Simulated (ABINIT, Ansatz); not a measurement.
# TlGaF6 (R-3): G0W0 on several meshes in ABINIT

Aim: the GW shift of TlGaF6 (R-3) against the k mesh.

Main program and level: ABINIT 10.8.3; PBEsol and many-body steps on it, plane waves.

This is a report of a sequence of runs, with most program output left out.

## Step 1: The structure

The structure is trigonal, space group R-3 (No. 148). Conventional cell: a = 5.097 Å, b = 5.097 Å, c = 14.189 Å, α = 90.00°, β = 90.00°, γ = 120.00°. Tl has 6 F at 2.18 Å nearest. Nearest to Ga lie 6 F at 1.90 Å. Nearest to F lie 1 Ga at 1.90 Å and 1 Tl at 2.18 Å. Farther neighbours and most contacts between anions are not listed.

The cell and positions are those that the Materials Project relaxed with its own functionals (PBE, PBE+U or r2SCAN), kept fixed. Spin-orbit coupling is left out unless a step names it.

## Step 2: Empty states on the mesh, 2×2×2 mesh, 234 bands

This step: ABINIT 10.8.3; DFT, PBEsol, plane waves, norm-conserving pseudopotentials.

The sums over transitions need many empty states on a uniform mesh; this step solves for them.

run.abi reads:

```
acell 3*1.0 Angstrom
rprim 
  2.548402435337 1.471320832068 4.729815620893
  -2.548402435337 1.471320832068 4.729815620893
  0.000000000000 -2.942641664067 4.729815620914
ntypat 3
znucl 81 31 9
natom 8
typat 1 2 3 3 3 3 3 3
xred 
  0.000000000000 0.000000000000 0.000000000000
  0.500000000000 0.500000000000 0.500000000000
  0.879432130000 0.580450270000 0.272523150000
  0.580450270000 0.272523150000 0.879432130000
  0.272523150000 0.879432130000 0.580450270000
  0.419549730000 0.727476850000 0.120567870000
  0.727476850000 0.120567870000 0.419549730000
  0.120567870000 0.419549730000 0.727476850000
pp_dirpath "pseudos"
pseudos "Tl.upf, Ga.upf, F.upf"
ecut 45
ngkpt 2 2 2
nshiftk 1
shiftk 0 0 0
kptopt 1
chksymbreak 0
iscf -2
irdden 1
istwfk *1
nband 234
nbdbuf 20
tolwfr 1e-09
nstep 60
prtvol 0
indata_prefix "in"
outdata_prefix "out"
tmpdata_prefix "tmp"
```

Started as:

```
$ OMP_NUM_THREADS=1 mpirun -n 4 abinit run.abi > log
```

Elapsed: 1.9 min, on 4 MPI ranks of Arm Neoverse V1, shared host; peak memory 0.53 GiB; 7.6 min of CPU time.

This step gave:

```
gap                                                           : 2.868 eV
k of the valence top                                          : 0.5, 0.5, 0
k of the conduction bottom                                    : 0, 0, 0
least direct gap                                              : 2.993 eV
k points computed                                             : 4
lowest point of the top converged band, above the valence top : 77.2343 eV
```

On this mesh the gap is 2.868 eV.

The density comes from a self-consistent run that is not shown.

## Step 3: Screening, 2×2×2 mesh, 112 bands, screening to 114.3 eV

The RPA dielectric matrix is built and inverted for each q.

This step: RPA screening on PBEsol, plane waves, norm-conserving pseudopotentials.

Changes to run.abi since step 2:

```diff
@@ -26,10 +26,11 @@
 chksymbreak 0
-iscf -2
-irdden 1
 istwfk *1
-nband 234
-nbdbuf 20
-tolwfr 1e-09
-nstep 60
-prtvol 0
+occopt 1
+irdwfk 1
+optdriver 3
+nband 112
+ecuteps 4.2
+inclvkb 2
+awtr 1
+symchi 1
 indata_prefix "in"
```

The job ended after 56 s (4 MPI ranks; peak memory 2.2 GiB).

Numbers from this step:

| Quantity | Value |
| --- | --- |
| ε∞ with local fields, on this mesh, along the program's q direction | 2.809 |
| the same without local fields | 2.991 |
| plasma frequency | 32.99 eV |
| plane waves in the screening matrix | 297 |

Local fields lower ε∞ by 6 %. On a Γ-centred mesh this coarse the value itself is usually too large, while a short band sum pulls it down.

## Step 4: 2×2×2

The self-energy is evaluated for the states that the input lists, and the levels follow from it, in one-shot runs by the linearised quasiparticle equation.

This step: G0W0 on PBEsol, plane waves, norm-conserving pseudopotentials.

Changes to run.abi since step 3:

```diff
@@ -29,8 +29,17 @@
 irdwfk 1
-optdriver 3
+optdriver 4
 nband 112
+gwcalctyp 0
+ecutsigx 45
+symsigma 1
+nkptgw 2
+kptgw 
+  0.5000000000 0.5000000000 0.0000000000
+  0.0000000000 0.0000000000 0.0000000000
+bdgw 
+  41 44
+  41 44
 ecuteps 4.2
-inclvkb 2
-awtr 1
-symchi 1
+irdscr 1
+ppmodel 1
 indata_prefix "in"
```

Elapsed: 12 s, on 4 MPI ranks; peak memory 1.3 GiB; 50 s of CPU time.

This step gave:

| Property | Result |
| --- | --- |
| G0W0 gap on the points computed | 5.661 eV |
| starting gap on the mesh | 2.868 eV |
| k of the valence top | 0.5, 0.5, 0 |
| k of the conduction bottom | 0, 0, 0 |
| Z at the valence top | 0.795 |
| Z at the conduction bottom | 0.854 |
| least direct G0W0 gap on the computed points | 5.790 eV |

The gap on the mesh goes from 2.87 eV to 5.66 eV, a correction of +2.79 eV.

## Step 5: Empty states on the mesh, 4×4×4 mesh, 122 bands

This step: DFT, PBEsol, plane waves, norm-conserving pseudopotentials.

Changes to run.abi since step 4:

```diff
@@ -21,3 +21,3 @@
 ecut 45
-ngkpt 2 2 2
+ngkpt 4 4 4
 nshiftk 1
@@ -26,20 +26,10 @@
 chksymbreak 0
+iscf -2
+irdden 1
 istwfk *1
-occopt 1
-irdwfk 1
-optdriver 4
-nband 112
-gwcalctyp 0
-ecutsigx 45
-symsigma 1
-nkptgw 2
-kptgw 
-  0.5000000000 0.5000000000 0.0000000000
-  0.0000000000 0.0000000000 0.0000000000
-bdgw 
-  41 44
-  41 44
-ecuteps 4.2
-irdscr 1
-ppmodel 1
+nband 122
+nbdbuf 10
+tolwfr 1e-09
+nstep 60
+prtvol 0
 indata_prefix "in"
```

Run time: 2.6 min. Hardware: 4 MPI ranks; peak memory 0.71 GiB; 10 min of CPU time.

Numbers from this step:

```yaml
gap: 2.868 eV
k_of_the_valence_top: 0.5, 0.5, 0
k_of_the_conduction_bottom: 0, 0, 0
least_direct_gap: 2.993 eV
k_points_computed: 14
lowest_point_of_the_top_converged_band_above_the_valence_top: 43.60 eV
```

On this mesh the gap is 2.868 eV.

## Step 6: Screening, 4×4×4 mesh, 112 bands, screening to 114.3 eV

This step: RPA screening on PBEsol, plane waves, norm-conserving pseudopotentials.

Changes to run.abi since step 5:

```diff
@@ -26,10 +26,11 @@
 chksymbreak 0
-iscf -2
-irdden 1
 istwfk *1
-nband 122
-nbdbuf 10
-tolwfr 1e-09
-nstep 60
-prtvol 0
+occopt 1
+irdwfk 1
+optdriver 3
+nband 112
+ecuteps 4.2
+inclvkb 2
+awtr 1
+symchi 1
 indata_prefix "in"
```

Run time: 15 min. Hardware: 4 MPI ranks; peak memory 5.9 GiB.

Numbers from this step:

```yaml
eps_infinity_with_local_fields_on_this_mesh_along_the_program_s_q_direction: 2.709
the_same_without_local_fields: 2.884
plasma_frequency: 32.99 eV
plane_waves_in_the_screening_matrix: 297
```

## Step 7: 4×4×4

This step: G0W0 on PBEsol, plane waves, norm-conserving pseudopotentials.

Changes to run.abi since step 6:

```diff
@@ -29,8 +29,17 @@
 irdwfk 1
-optdriver 3
+optdriver 4
 nband 112
+gwcalctyp 0
+ecutsigx 45
+symsigma 1
+nkptgw 2
+kptgw 
+  0.5000000000 0.5000000000 0.0000000000
+  0.0000000000 0.0000000000 0.0000000000
+bdgw 
+  41 44
+  41 44
 ecuteps 4.2
-inclvkb 2
-awtr 1
-symchi 1
+irdscr 1
+ppmodel 1
 indata_prefix "in"
```

Run time: 40 s. Hardware: 4 MPI ranks; peak memory 3.7 GiB; 2.7 min of CPU time.

This step gave:

- G0W0 gap on the points computed: 5.791 eV
- starting gap on the mesh: 2.868 eV
- k of the valence top: 0.5, 0.5, 0
- k of the conduction bottom: 0, 0, 0
- Z at the valence top: 0.79
- Z at the conduction bottom: 0.851
- least direct G0W0 gap on the computed points: 5.915 eV

Against G0W0 in ABINIT (2×2×2 mesh, 112 bands, screening to 114.3 eV, Godby-Needs plasmon pole), the gap moves by +0.130 eV.

## Step 8: Side by side

Times are wall times on 4 MPI ranks of Arm Neoverse V1, shared host, good to a factor of about two. A run's time includes the screening step that it read.

| run | mesh | bands | screening cutoff (eV) | DFT gap (eV) | gap on the mesh (eV) | direct (eV) | ε∞ used | time |
| --- | --- | --- | --- | --- | --- | --- | --- | --- |
| 2×2×2 | 2×2×2 | 112 | 114.3 | 2.868 | 5.661 | 5.790 | 2.81 | 69 s |
| 4×4×4 | 4×4×4 | 112 | 114.3 | 2.868 | 5.791 | 5.915 | 2.71 | 16 min |

## Step 9: Summary of results

* 2×2×2: 5.661 eV
* 4×4×4: 5.791 eV
* known limits: not at the basis limit; no spin-orbit coupling; coarse k mesh

What this shows: 4×4×4: +0.130 eV against 2×2×2. Bands and cutoff are finite, so the gap is not at the basis limit. The miss can reach some tenths of an eV and take either sign; the mesh is an error of its own. In the first G0W0 run levels were corrected at 2 k points alone, so a gap called «on the mesh» is the least over those, and an edge elsewhere would be missed. The 2×2×2 mesh is coarse for this cell, which bears on the long-range parts of exchange and screening. Where an edge is built on 6p states of lead, bismuth or thallium, scalar-relativistic gaps usually stand too wide, by a few tenths to over one eV. The many-body steps are scalar-relativistic: spin-orbit coupling is not in them.

[Paths, hosts, dates, memory and timing lines, banners, echoed tables and standing remarks are left out of the program output.]

[Logs are printed without paths, hosts, clocks, repeated set-up lines and the standing remarks that a program may print on its own settings, such as how far it seeks lower states.]

[Runs of the session that timed out or met a known fault of the program may be left out.]

[No measured gap is set beside runs whose start may be inverted or whose files or cutoffs have a known fault.]

[Hosts, paths, dates, database ids (printed as entryN), source tags and the programs' standing remarks are cut or masked in the printed files.]

[G0W0 gaps are taken among the corrected bands and points alone; a level outside them can change the order at an edge.]

[Where Ansatz stands beside ABINIT at settings called matched, ABINIT's density can come from a denser mesh and the files from another edition; pairs whose starting gaps differed by over 0.03 eV were left out, so agreement reads better than it is.]
